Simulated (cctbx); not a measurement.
**What is wrong with this refinement?**

Cell a = 3.5660 Å, b = 4.0250 Å, c = 19.1120 Å, α = 90.00°, β = 90.00°, γ = 90.00°; space group Immm (no. 71). The compound is BeCu2Pb2O5.

Simulated single-crystal data (cctbx): synchrotron X-rays, λ = 0.7749 Å, to d = 0.65 Å, 95 % of the full sphere, strongest reflection 20000 counts, noise from counting, a 2 % proportional error and a noise floor of 2 counts (s.d.); no absorption, and some extinction, which the refinements don't model.

An anisotropic refinement with weights 1/σ² prints:

```text
Rint 0.021, 344 unique reflections to 0.65 A
cycle     R1     wR2    GooF  max shift (A)
   1  0.0510  0.1238   8.308   0.00314
   2  0.0136  0.0372   2.500   0.00014
final R1 0.0136 wR2 0.0372 GooF 2.500  parameters 22  data/parameter 15.6
atom        x        y        z      Ueq    occ   su(xyz)  su(Uiso or U11)
Pb1    0.00000  0.00000  0.60591   0.0059  1.000  0.00001  0.0001
Cu1    0.50000  0.50000  0.71443   0.0060  1.000  0.00006  0.0004
O1     0.50000  0.00000  0.71970   0.0181  1.000  0.00035  0.0027
O2     0.00000  0.50000  0.00000   0.0240  1.000  0.00000  0.0044
O3     0.00000  0.00000  0.89545   0.0127  1.000  0.00027  0.0024
Be1    0.00000  0.00000  0.00000   0.0258  1.000  0.00000  0.0085
difference map: max 2.77 min -1.28 rms 0.30
Q1    0.0000  0.0000  0.2017    4    2.80  0.24 A from Cu1
Q2    0.0000  0.0000  0.0000    2    0.60  0.00 A from Be1
Q3    0.2160  0.0000  0.0000    4    0.57  0.77 A from Be1
Q4    0.2365  0.0000  0.1651    8    0.50  1.26 A from Cu1
Q5    0.0000  0.0000  0.4678    4    0.49  1.41 A from Pb1
Q6    0.1945  0.2565  0.2175   16    0.47  1.20 A from O1
```

Q: Accept it or mend it, and why?

Mend it. The fault: dispersion terms of the wrong wavelength (1.54184 Å). Against the right model at the same level, R1 goes from 0.0063 to 0.0136 and GooF from 0.97 to 2.50, U of Cu1 shrinks from 0.0145 to 0.0060 Å² and the top difference peak, 2.8 e/Å³, lies on Cu1. f′ and f″ must be those of the data's wavelength; the error mimics a mistyped heavy atom. The signs are weak, and the output alone doesn't single this fault out.

The compound is BeCu2Pb2O5. The right model at the same level gives:

```text
Rint 0.021, 344 unique reflections to 0.65 A
cycle     R1     wR2    GooF  max shift (A)
   1  0.0230  0.0615   4.132   0.00202
   2  0.0063  0.0145   0.972   0.00006
final R1 0.0063 wR2 0.0145 GooF 0.972  parameters 22  data/parameter 15.6
atom        x        y        z      Ueq    occ   su(xyz)  su(Uiso or U11)
Pb1    0.00000  0.00000  0.60590   0.0055  1.000  0.00000  0.0000
Cu1    0.50000  0.50000  0.71444   0.0145  1.000  0.00002  0.0002
O1     0.50000  0.00000  0.71964   0.0178  1.000  0.00014  0.0010
O2     0.00000  0.50000  0.00000   0.0236  1.000  0.00000  0.0017
O3     0.00000  0.00000  0.89554   0.0124  1.000  0.00011  0.0010
Be1    0.00000  0.00000  0.00000   0.0226  1.000  0.00000  0.0031
difference map: max 0.50 min -0.94 rms 0.13
Q1    0.2238  0.0000  0.0000    4    0.53  0.80 A from Be1
Q2    0.0000  0.1963  0.5000    4    0.43  1.95 A from O2
Q3    0.2297  0.0000  0.1629    8    0.42  1.28 A from Cu1
Q4    0.0000  0.5000  0.1224    4    0.41  1.81 A from Pb1
Q5    0.1341  0.0000  0.3428    8    0.39  1.09 A from Pb1
Q6    0.1952  0.2613  0.2163   16    0.34  1.19 A from O1
```

The model is made up (kin elements in a known structure type, no relaxation), so it says nothing on whether the phase exists.

[Middle refinement cycles are left out of these outputs.]

[Logs are printed without paths, hosts, clocks, repeated set-up lines and the standing remarks that a program may print on its own settings, such as how far it seeks lower states.]
